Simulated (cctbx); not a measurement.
**ErFe2CoBRu: precision against data quality**

Space group Cmm2 (no. 35), a = 5.2110 Å, b = 8.5770 Å, c = 6.9180 Å, α = 90.00°, β = 90.00°, γ = 90.00°.

```csv
atom,mult.,x,y,z,Ueq (Å²)
Er1,2,1/2,0,0.4980,0.0059
Er2,2,1/2,0,0.9948,0.0072
Ru1,4,1/2,0.3372,0.9994,0.0048
Co1,4,1/4,1/4,0.2773,0.0062
Fe1,2,0,0,0.7149,0.0085
Fe2,4,1/4,1/4,0.7171,0.0097
Fe3,2,0,0,0.2852,0.0096
B1,4,1/2,0.3294,0.5067,0.0180
```

This is a model crystal, built by substitution and not relaxed, with assumed displacement parameters.

Five simulated data sets (cctbx; Mo Kα, λ = 0.71073 Å; 6 % proportional error) differ in resolution or exposure (noise floor 15 counts in the first three, 8 in the last two). Each is refined with the right model, isotropic at 1.1 Å and anisotropic otherwise. How do the figures of merit and the uncertainties move?

| d min (Å) | top counts | ⟨I/σ⟩ (unmerged, absences included) | unique | param. (scale apart) | Rint | R1 | GooF | largest s.u. xyz (fractional) | s.u. U of B1 (Å²) | largest error (Å) |
| --- | --- | --- | --- | --- | --- | --- | --- | --- | --- | --- |
| 1.1 | 40000 | 7.4 | 152 | 18 | 0.039 | 0.0187 | 1.04 | 0.01413 | 0.0072 | 0.0274 |
| 0.84 | 40000 | 6.9 | 324 | 38 | 0.039 | 0.0161 | 0.88 | 0.01325 | 0.0054 | 0.0063 |
| 0.6 | 40000 | 6.0 | 855 | 38 | 0.044 | 0.0189 | 0.93 | 0.00639 | 0.0025 | 0.0207 |
| 0.75 | 300 | 1.0 | 456 | 38 | 0.234 | 0.0765 | 0.92 | 0.01758 | 0.0149 | 0.0426 |
| 0.75 | 3000 | 3.5 | 456 | 38 | 0.061 | 0.0290 | 0.93 | 0.01734 | 0.0078 | 0.0398 |

The number of reflections grows roughly as 1/d³: 152, 324 and 855 here. R1 follows the noise rather than the truth: at 300 counts it is 0.0765, at 3000 counts 0.0290, while GooF is 0.92 and 0.93: the weights 1/σ² carry the noise. The s.u. of U (U11 where anisotropic) for B1 goes 0.0072, 0.0054, 0.0025 Å² with resolution and 0.0149, 0.0078 Å² with exposure.

Hardware for the 0.6 Å refinement: 0.96 s on 1 thread of Arm Neoverse N1, with other jobs on the host, peak memory 0.09 GiB.

[Logs are printed without paths, hosts, clocks, repeated set-up lines and the standing remarks that a program may print on its own settings, such as how far it seeks lower states.]
